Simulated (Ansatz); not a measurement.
**k-point convergence of GW for AlN (P6_3mc)**

Wanted: mesh convergence of the gap correction in AlN (P6_3mc).

Main program and level: Ansatz 0.2.0; G0W0 on PBE, plane waves, PAW; PAW set soft_1.

The database entry behind the starting cell differs from other determinations of this structure, so it need not match the best structure at room temperature.

### Step 1. The structure

It takes space group P6_3mc (No. 186, hexagonal). Conventional cell: a = 3.113 Å, b = 3.113 Å, c = 4.981 Å, α = 90.00°, β = 90.00°, γ = 120.00°. Nearest to Al lie 4 N at 1.89 Å. Nearest to N lie 4 Al at 1.89 Å. Farther neighbours, and contacts between anions beyond the nearest, are not listed.

As a file:

```cif
data_structure
_symmetry_space_group_name_H-M 'P6_3mc'
_symmetry_Int_Tables_number 186
_cell_length_a 3.1130
_cell_length_b 3.1130
_cell_length_c 4.9810
_cell_angle_alpha 90.000
_cell_angle_beta 90.000
_cell_angle_gamma 120.000
_cell_volume 41.80
loop_
_atom_site_label
_atom_site_type_symbol
_atom_site_symmetry_multiplicity
_atom_site_Wyckoff_symbol
_atom_site_fract_x
_atom_site_fract_y
_atom_site_fract_z
_atom_site_occupancy
Al1 Al 2 b 0.33333 0.66667 0.00000 1
N1 N 2 b 0.33333 0.66667 0.38000 1
```

The cell and positions come from the Crystallography Open Database and are kept as given unless a step says otherwise.

### Step 2. The 6×6×2 mesh

G0W0 replaces the xc potential by the self-energy, built once from these orbitals. Only a window of levels is corrected, while the sums run over the empty bands that the input names. This step takes PAW set soft_1 files.

File input.yaml:

```yaml
crystal:
  lattice:
    - [3.113, 0.0, 0.0]
    - [-1.5565, 2.695937082, 0.0]
    - [0.0, 0.0, 4.981]
  atoms:
    - { symbol: Al, position: [0.3333333333, 0.6666666667, 0.0] }
    - { symbol: Al, position: [0.6666666667, 0.3333333333, 0.5] }
    - { symbol: "N", position: [0.3333333333, 0.6666666667, 0.38] }
    - { symbol: "N", position: [0.6666666667, 0.3333333333, 0.88] }
kpoints:
  mp_grid: { grid: [6, 6, 2] }
hamiltonian:
  xc: pbe
  pseudopotentials: { kind: paw, azcp: { folder: soft_1 } }
scf:
  occupations: { method: fixed }
gw:
  n_empty_bands: 94
  ecut_chi: 100
  qp_bands: [v2, c2]
  qp_kpoints: band_edges
  screening: { model: contour_deformation }
```

Launch:

```console
> ansatz run input.yaml --threads 3 --pin off --max-ram 92160MiB --backend cuda --events-out ev --progress --plain --runs-dir out --devices 1 --max-vram 13GiB
```

What it wrote:

```text
GPUs: using 1 of 1 available (devices: 1).
Engine: ansatz 0.2.0, x86_64-unknown-linux-gnu
Pseudopotentials: kind: paw
Pseudopotential: Al, paw, valence charge 3, recommended cutoff 420 eV (normal), soft_1/Al.paw.azcp
Pseudopotential: N, paw, valence charge 5, recommended cutoff 420 eV (normal), soft_1/N.paw.azcp
Functional definition: PBE
  parameter kappa = 0.804
  parameter beta = 0.066725
  exchange = pbe_x(kappa = kappa, mu = beta*pi^2/3)
  correlation = pbe_c(beta = beta)
device memory: the entry about to start is reckoned to put 0.8 GiB on a device that reports 48.0 GiB free (of which the cap on the GPU budget leaves the run 13.0 GiB)
GPU FFT provider: cuFFT
GPU libraries: cuBLAS 13.8.2, cuFFT 12.4.0, cuSOLVER 12.3.4
Crystal: 4 atoms, lattice volume = 41.803 Å³
Basis set: ecut = 420 eV, 809 PW (Γ)
Bands: 12, of which v1, the nominal top of the filled ones, is band 8 counted from 1 (7 counted from 0)
Symmetry: 12 space group operations
Space group: P63mc (ITA 186), of the structure as read, at distance tolerance 3.5e-5 Å
k-points: 14 of 72
Non-local potential: Al, projectors of the file, l = 0: 2, l = 1: 2, l = 2: 1
Non-local potential: N, projectors of the file, l = 0: 2, l = 1: 2, l = 2: 1
PAW form: soft (Blöchl's): semilocal exchange-correlation on the pseudo side does not see the compensation charge
PAW one-centre angular grid: Al, 110 points (default); XC on 64 Gauss nodes
PAW one-centre angular grid: N, 110 points (default); XC on 64 Gauss nodes
Initial density: superposition of atomic densities (chi_scale 0.1, normalization cell, long waves kept (reshape's long-wave potential 0.00 eV rms))
Initial wavefunctions: pseudopotential atomic-orbital guess
GPU buffer pool allocated for 20736 grid points (all kernels)
GPU transforms: local potential and band sums: pruned to the plane-wave sphere, on 24×24×36
Functional: x = pbe(κ = 0.804, μ = 0.219515), c = pbe(β = 0.066725)
SCF iter   1: F=—  HF=-1851.407074 eV  |F-HF|=—  |Δ(HF+E_count)|=         —  Δρ=1.39e-1  dr2=9.83e0  ethr=3.10e-3  ⟨swp⟩=4.9  Hψ=895  notcnv=0  defer=10
preconditioner: auto → none  [insulator: Δε(μ)=5.473 eV  Ē_g=14.255 eV  n_scr=2 (ndim 8)  ℏωp=23.0 eV  f_vac=0.000  ε∞_Penn≈3.6]
SCF iter   2: F=—  HF=-1848.927994 eV  |F-HF|=—  |Δ(HF+E_count)|=    2.48e0  Δρ=7.66e-2  dr2=1.45e0  ethr=3.10e-3  ⟨swp⟩=3.1  Hψ=514  notcnv=0  defer=25
SCF iter   3: F=—  HF=-1848.520487 eV  |F-HF|=—  |Δ(HF+E_count)|=   4.08e-1  Δρ=2.33e-2  dr2=1.15e-1  ethr=3.10e-3  ⟨swp⟩=2.2  Hψ=390  notcnv=0  defer=26
SCF iter   4: F=—  HF=-1848.508182 eV  |F-HF|=—  |Δ(HF+E_count)|=   1.23e-2  Δρ=1.37e-3  dr2=4.07e-4  ethr=7.17e-4  ⟨swp⟩=2.0  Hψ=204  notcnv=0  defer=28
SCF iter   5: F=—  HF=-1848.508043 eV  |F-HF|=—  |Δ(HF+E_count)|=   1.38e-4  Δρ=3.67e-4  dr2=1.40e-5  ethr=2.54e-6  ⟨swp⟩=2.0  Hψ=266  notcnv=0  defer=28
SCF iter   6: F=—  HF=-1848.508049 eV  |F-HF|=—  |Δ(HF+E_count)|=   5.28e-6  Δρ=2.77e-5  dr2=2.03e-7  ethr=8.75e-8  ⟨swp⟩=2.0  Hψ=280  notcnv=0  defer=1
SCF iter   7: F=-1848.508049 eV  HF=-1848.508049 eV  |F-HF|=1.82e-9  |Δ(HF+E_count)|=   6.78e-8  Δρ=2.83e-6  dr2=1.85e-9  ethr=6.25e-10  ⟨swp⟩=4.1  Hψ=727  notcnv=0
SCF 1 converged in 7 iterations: F = -1848.508049 eV  dr2 = 1.85e-9
[...]
device memory: the entry about to start is reckoned to put 1.3 GiB on a device that reports 47.4 GiB free (of which the cap on the GPU budget leaves the run 13.0 GiB)
NSCF: frozen V_eff on 14 k-points
[...]
device memory: the entry about to start is reckoned to put 2.0 GiB on a device that reports 46.6 GiB free (of which the cap on the GPU budget leaves the run 13.0 GiB)
NSCF: frozen V_eff on 14 k-points
G₀W₀ screening: q 1/14
[... further progress lines ...]
SCF converged after 7 iterations
Free energy (F): -1848.508049 eV
Harris-Foulkes:  -1848.508049 eV  (|F-HF|=1.82e-9)
Internal energy: -1848.508049 eV  (E = F + TS)
E sigma→0 (E₀):  -1848.508049 eV
Fermi energy:    7.112221 eV
--- Per-component energies (eV) ---
  E_band       = 30.288186
  E_kinetic    = 313.411556
  E_local      = -420.944567  (includes V_loc(G=0)·N_el)
  E_nonlocal   = 89.103105
  E_hartree    = 155.481626
  E_xc         = -198.149517
  E_vxc        = -214.038368  (∫ρ·V_xc dr)
  E_paw        = -1195.748764  (= ΣΔE_a)
  E_vpaw       = -48.208844  (= ΣTr[D̂ρ^β])
  E_aug_tail   = 0.001782  (compensation charges beyond the density's cutoff)
  E_ewald      = -591.663270
  E_smearing   = -0.000000  (= −TS)
  E_closure    = 0.000000  (closes the sum)
  Σ components = -1848.508049   (vs F -1848.508049, Δ=0.00e0)
--- Band table (eV; the first three rows and the last of 14) ---
  k-point 0: bands = [... 4 lower, 6.2845, 6.9330, 6.9330, 7.1122, 11.3259, 13.7812, 17.7272, 18.2821]
  k-point 1: bands = [... 4 lower, 6.5991, 6.5991, 6.5991, 6.5991, 13.5799, 13.5799, 17.4643, 17.4643]
  k-point 2: bands = [... 4 lower, 5.6450, 5.8936, 6.8545, 6.9420, 12.6096, 14.8408, 16.2977, 16.9064]
  k-point 13: bands = [... 4 lower, 3.2960, 3.2960, 6.3356, 6.3356, 14.5445, 14.5445, 14.9798, 14.9798]
--- G₀W₀: contour deformation, 6 samples at zero and on the imaginary axis and 1 off it, 72 q-points, 94 empty bands' worth ---
  eigenvalues of the whole cell's RPA ε∞ on this k-mesh (on a slab, of 1 + 4πα/V) = 4.2417, 4.2417, 4.4014; static W/v taken at q = 0 is 0.230809
  bands read: the sum over 102 bands ends inside a degenerate multiplet in 1 slot, whose members it reads at an even weight; the widest, k=0: bands 102 to 103 (counted from 1) at 1/2 each
  gw.qp_kpoints: band_edges: 12 of 14 stored k-points solved, in 1 pass; an edge of the gap read off the rows below is read off those points alone
    valence top: of the k-points left out ik 8 came nearest to being solved in a further pass, in band 8 (counted from 1, as in the quasiparticle table): it holds the edge there only if its correction is more favourable than any solved in that band by at least 0.587 eV; those differ by 0.296 eV
    conduction bottom: of the k-points left out ik 9 came nearest to being solved in a further pass, in band 9 (counted from 1, as in the quasiparticle table): it holds the edge there only if its correction is more favourable than any solved in that band by at least 2.182 eV; those differ by 0.496 eV
    ik  band        ε_KS         Σx   Σc(E_QP)       V_xc       Z   E_QP_lin       E_QP  E_QP is
     0     7      6.9330   -21.6975     3.3224   -17.6723  0.7844     6.2257     6.2302  root
     0     8      7.1122   -21.8832     3.3795   -17.8131  0.7828     6.4172     6.4217  root
     0     9     11.3259    -9.7611    -3.8414   -14.4587  0.8177    12.1871    12.1821  root
     0    10     13.7812    -7.9534    -4.3336   -13.2049  0.8238    14.7057    14.6990  root
     1     7      6.5991   -21.7090     3.4262   -17.5255  0.7828     5.8363     5.8418  root
     1     8      6.5991   -21.7090     3.4262   -17.5255  0.7828     5.8363     5.8418  root
     1     9     13.5799    -9.3836    -4.2414   -14.6350  0.8100    14.5983    14.5898  root
     1    10     13.5799    -9.3836    -4.2414   -14.6350  0.8100    14.5983    14.5898  root
     2     7      6.8545   -21.7844     3.3626   -17.7070  0.7838     6.1349     6.1396  root
     2     8      6.9420   -21.8269     3.3975   -17.7166  0.7824     6.2245     6.2293  root
     2     9     12.6096   -10.0764    -3.9637   -15.0061  0.8096    13.5827    13.5755  root
     2    10     14.8408    -7.8978    -4.4945   -13.3808  0.8171    15.8379    15.8293  root
     3     7      6.3422   -21.5783     3.4674   -17.3129  0.7818     5.5379     5.5442  root
     3     8      6.3422   -21.5783     3.4674   -17.3129  0.7818     5.5379     5.5442  root
[...]
12    10     15.4789    -7.6689    -4.7029   -13.4153  0.7940    16.5354    16.5225  root
    13     7      6.3356   -21.7932     3.5247   -17.4711  0.7801     5.5318     5.5382  root
    13     8      6.3356   -21.7932     3.5247   -17.4711  0.7801     5.5318     5.5382  root
    13     9     14.5445    -6.8382    -4.4919   -12.2058  0.8059    15.4278    15.4201  root
    13    10     14.5445    -6.8382    -4.4919   -12.2058  0.8059    15.4278    15.4201  root
```

Elapsed: 9.6 s, on 1 × NVIDIA H100 80GB HBM3 (shared by 6 runs) with 3 threads of AMD EPYC 7R13 (Zen 3), shared host; peak memory 1 GiB.

Reading the cycles: dr2 is the Hartree energy of the density residual (eV), the measure of convergence; HF is the Harris–Foulkes estimate of the energy, which meets the free energy F at convergence.

Read from the output:

| Quantity | Value |
| --- | --- |
| bands summed | 102 |
| RPA ε∞ on this mesh (eigenvalues) | 4.242, 4.242, 4.401 |
| plane waves in the screening matrix | 99 |
| q-points in the mesh | 72 |
| G0W0 gap on the mesh | 5.760 eV |
| k of the valence top | 0, 0, 0 |
| k of the conduction bottom | 0, 0, 0 |
| starting gap on the mesh | 4.214 eV |
| Z at the valence top | 0.7828 |
| Z at the conduction bottom | 0.8177 |
| least direct G0W0 gap on the computed points | 5.760 eV |

The gap on the mesh goes from 4.21 eV to 5.76 eV, a correction of +1.55 eV. Between the two edge states, bare exchange in place of the xc potential would open the gap by 8.77 eV, and correlation takes back 7.22 eV.

### Step 3. The 6×6×4 mesh

Only the mesh changes. It samples the long-range screening, which converges on its own terms.

Edit input.yaml of step 2 so:

```diff
@@ -11,3 +11,3 @@
 kpoints:
-  mp_grid: { grid: [6, 6, 2] }
+  mp_grid: { grid: [6, 6, 4] }
 hamiltonian:
```

What it wrote:

```text
GPUs: using 1 of 1 available (devices: 1).
[...]
GPU FFT provider: cuFFT
GPU libraries: cuBLAS 13.8.2, cuFFT 12.4.0, cuSOLVER 12.3.4
Crystal: 4 atoms, lattice volume = 41.803 Å³
Basis set: ecut = 420 eV, 809 PW (Γ)
Bands: 12, of which v1, the nominal top of the filled ones, is band 8 counted from 1 (7 counted from 0)
[... 1 set-up line as in the run before ...]
[...]
k-points: 21 of 144 (time reversal used)
[...]
GPU buffer pool allocated for 20736 grid points (all kernels)
[...]
SCF iter   1: F=—  HF=-1851.407366 eV  |F-HF|=—  |Δ(HF+E_count)|=         —  Δρ=1.39e-1  dr2=9.84e0  ethr=3.10e-3  ⟨swp⟩=4.8  Hψ=1366  notcnv=0  defer=10
[...]
SCF iter   7: F=-1848.508205 eV  HF=-1848.508205 eV  |F-HF|=1.96e-9  |Δ(HF+E_count)|=   7.05e-8  Δρ=2.65e-6  dr2=1.58e-9  ethr=6.25e-10  ⟨swp⟩=4.1  Hψ=1133  notcnv=0
SCF 1 converged in 7 iterations: F = -1848.508205 eV  dr2 = 1.58e-9
[...]
0     7      6.9331   -21.7172     3.3367   -17.6723  0.7845     6.2204     6.2249  root
     0     8      7.1126   -21.7778     3.2893   -17.8132  0.7846     6.4332     6.4373  root
     0     9     11.3260    -9.8000    -3.8038   -14.4586  0.8187    12.1856    12.1808  root
     0    10     13.7812    -7.9362    -4.3423   -13.2051  0.8241    14.7145    14.7078  root
     1     7      6.8333   -21.7205     3.3677   -17.6285  0.7840     6.1042     6.1090  root
     1     8      6.8333   -21.7205     3.3677   -17.6285  0.7840     6.1042     6.1090  root
     1     9     12.2816   -10.1396    -3.8648   -14.9413  0.8124    13.2248    13.2185  root
     1    10     13.8987    -8.2310    -4.3634   -13.5497  0.8200    14.8613    14.8540  root
[...]
20     7      6.3358   -21.7364     3.4741   -17.4712  0.7813     5.5385     5.5447  root
    20     8      6.3358   -21.7364     3.4741   -17.4712  0.7813     5.5385     5.5447  root
    20     9     14.5445    -6.8458    -4.4833   -12.2056  0.8062    15.4287    15.4211  root
    20    10     14.5445    -6.8458    -4.4833   -12.2056  0.8062    15.4287    15.4211  root
[key lines of the parts left out:]
SCF converged after 7 iterations
Free energy (F): -1848.508205 eV
Fermi energy:    7.112566 eV
```

Elapsed: 14 s, on 1 × NVIDIA H100 80GB HBM3 (shared by 6 runs) with 3 threads; peak memory 1 GiB; 9.8 s of CPU time.

Read from the output:

```
bands summed                                 : 102
RPA ε∞ on this mesh (eigenvalues)            : 4.230, 4.230, 4.382
plane waves in the screening matrix          : 99
q-points in the mesh                         : 144
G0W0 gap on the mesh                         : 5.744 eV
k of the valence top                         : 0, 0, 0
k of the conduction bottom                   : 0, 0, 0
starting gap on the mesh                     : 4.213 eV
Z at the valence top                         : 0.7846
Z at the conduction bottom                   : 0.8187
least direct G0W0 gap on the computed points : 5.744 eV
```

Against the run with 6×6×2 mesh, 94 empty bands, screening to 100 eV, PAW set soft_1 files, the gap moves by −0.017 eV.

### Step 4. The 9×9×4 mesh

Edit input.yaml of step 3 so:

```diff
@@ -11,3 +11,3 @@
 kpoints:
-  mp_grid: { grid: [6, 6, 4] }
+  mp_grid: { grid: [9, 9, 4] }
 hamiltonian:
```

What it wrote:

```text
GPUs: using 1 of 1 available (devices: 1).
[...]
GPU FFT provider: cuFFT
GPU libraries: cuBLAS 13.8.2, cuFFT 12.4.0, cuSOLVER 12.3.4
Crystal: 4 atoms, lattice volume = 41.803 Å³
Basis set: ecut = 420 eV, 809 PW (Γ)
Bands: 12, of which v1, the nominal top of the filled ones, is band 8 counted from 1 (7 counted from 0)
[... 1 set-up line as in the run before ...]
[...]
k-points: 36 of 324 (time reversal used)
[...]
1    10     13.8983    -8.2564    -4.3390   -13.5502  0.8207    14.8603    14.8530  root
[...]
35     7      6.3351   -21.7318     3.4686   -17.4713  0.7815     5.5371     5.5432  root
    35     8      6.3351   -21.7318     3.4686   -17.4713  0.7815     5.5371     5.5432  root
    35     9     14.5441    -6.8473    -4.4795   -12.2058  0.8063    15.4307    15.4230  root
    35    10     14.5441    -6.8473    -4.4795   -12.2058  0.8063    15.4307    15.4230  root
[key lines of the parts left out:]
SCF converged after 7 iterations
Free energy (F): -1848.509576 eV
Fermi energy:    7.111767 eV
```

Wall time 31 s (1 × NVIDIA H100 80GB HBM3 (shared by 6 runs) with 3 threads); peak memory 1.1 GiB.

Read from the output:

| Property | Result |
| --- | --- |
| bands summed | 102 |
| RPA ε∞ on this mesh (eigenvalues) | 4.180, 4.180, 4.378 |
| plane waves in the screening matrix | 99 |
| G0W0 gap on the mesh | 5.742 eV |
| k of the valence top | 0, 0, 0 |
| k of the conduction bottom | 0, 0, 0 |
| starting gap on the mesh | 4.214 eV |
| least direct G0W0 gap on the computed points | 5.742 eV |

Against the run with 6×6×4 mesh, 94 empty bands, screening to 100 eV, PAW set soft_1 files, the gap moves by −0.001 eV.

### Step 5. The 12×12×6 mesh

Edit input.yaml of step 4 so:

```diff
@@ -11,3 +11,3 @@
 kpoints:
-  mp_grid: { grid: [9, 9, 4] }
+  mp_grid: { grid: [12, 12, 6] }
 hamiltonian:
```

What it wrote:

```text
GPUs: using 1 of 1 available (devices: 1).
[...]
GPU FFT provider: cuFFT
GPU libraries: cuBLAS 13.8.2, cuFFT 12.4.0, cuSOLVER 12.3.4
Crystal: 4 atoms, lattice volume = 41.803 Å³
Basis set: ecut = 420 eV, 809 PW (Γ)
Bands: 12, of which v1, the nominal top of the filled ones, is band 8 counted from 1 (7 counted from 0)
[... 1 set-up line as in the run before ...]
[...]
k-points: 76 of 864 (time reversal used)
[...]
1    10     13.8474    -8.0815    -4.3247   -13.3453  0.8233    14.7933    14.7865  root
[...]
75     7      6.3351   -21.7232     3.4613   -17.4713  0.7817     5.5383     5.5444  root
    75     8      6.3351   -21.7232     3.4613   -17.4713  0.7817     5.5383     5.5444  root
    75     9     14.5440    -6.8483    -4.4780   -12.2058  0.8064    15.4312    15.4235  root
    75    10     14.5440    -6.8483    -4.4780   -12.2058  0.8064    15.4312    15.4235  root
[key lines of the parts left out:]
SCF converged after 7 iterations
Free energy (F): -1848.509524 eV
Fermi energy:    7.111759 eV
```

Elapsed: 100 s, on 1 × NVIDIA H100 80GB HBM3 (shared by 6 runs) with 3 threads; peak memory 1.3 GiB.

Numbers from this step:

| Item | Value |
| --- | --- |
| bands summed | 102 |
| RPA ε∞ on this mesh (eigenvalues) | 4.177, 4.177, 4.377 |
| plane waves in the screening matrix | 99 |
| G0W0 gap on the mesh | 5.737 eV |
| k of the valence top | 0, 0, 0 |
| k of the conduction bottom | 0, 0, 0 |
| starting gap on the mesh | 4.214 eV |
| least direct G0W0 gap on the computed points | 5.737 eV |

Against the run with 9×9×4 mesh, 94 empty bands, screening to 100 eV, PAW set soft_1 files, the gap moves by −0.006 eV.

### Step 6. The meshes together

Times are wall times on 1 × NVIDIA H100 80GB HBM3 (shared by 6 runs) with 3 threads of AMD EPYC 7R13 (Zen 3), shared host, good to a factor of about two.

```csv
mesh,points,irreducible,start (eV),G0W0 (eV),shift (eV),RPA ε∞ (mean),time
6×6×2,72,14,4.214,5.760,+1.547,4.29,9.6 s
6×6×4,144,21,4.213,5.744,+1.530,4.28,14 s
9×9×4,324,36,4.214,5.742,+1.529,4.25,31 s
12×12×6,864,76,4.214,5.737,+1.523,4.24,100 s
```

### Step 7. What came out

```json
{
  "6×6×2": "5.760 eV (shift +1.547)",
  "6×6×4": "5.744 eV (shift +1.530)",
  "9×9×4": "5.742 eV (shift +1.529)",
  "12×12×6": "5.737 eV (shift +1.523)",
  "settings": "PBE start, 94 empty bands, 100 eV"
}
```

**Reading.** The shift is +1.55 eV on 6×6×2 and +1.52 eV on 12×12×6; the last step moves it by −0.006 eV. The RPA ε∞ (mean) ranges from 4.24 to 4.29 and ends at 4.24. From 72 to 864 points the time grows 10-fold. Bands and cutoff are modest here, so the values stand short of the basis limit.

[Long decimals in the printed logs are rounded to 6 places.]

[Logs are printed without paths, hosts, clocks, repeated set-up lines and the standing remarks that a program may print on its own settings, such as how far it seeks lower states.]

[Paths, hosts, dates, memory and timing lines, banners, echoed tables and standing remarks are left out of the program output; an Ansatz launch command may be rebuilt from the run's recorded settings. Measured values are a selection of at most five: reports struck by readers or far from the other reports are left out. None is set beside runs whose start may be inverted or whose files or cutoffs have a known fault.]

[Runs of the session that timed out or met a known fault of the program may be left out.]

[Cells called generated may have been cut or substituted from an entry of the Crystallography Open Database or the Materials Project.]

[Hosts, paths, dates, database ids (printed as entryN), source tags and the programs' standing remarks are cut or masked in the printed files.]

[Where the starting crystal was built by hand or by swapping elements, it need not be the compound's stable phase.]
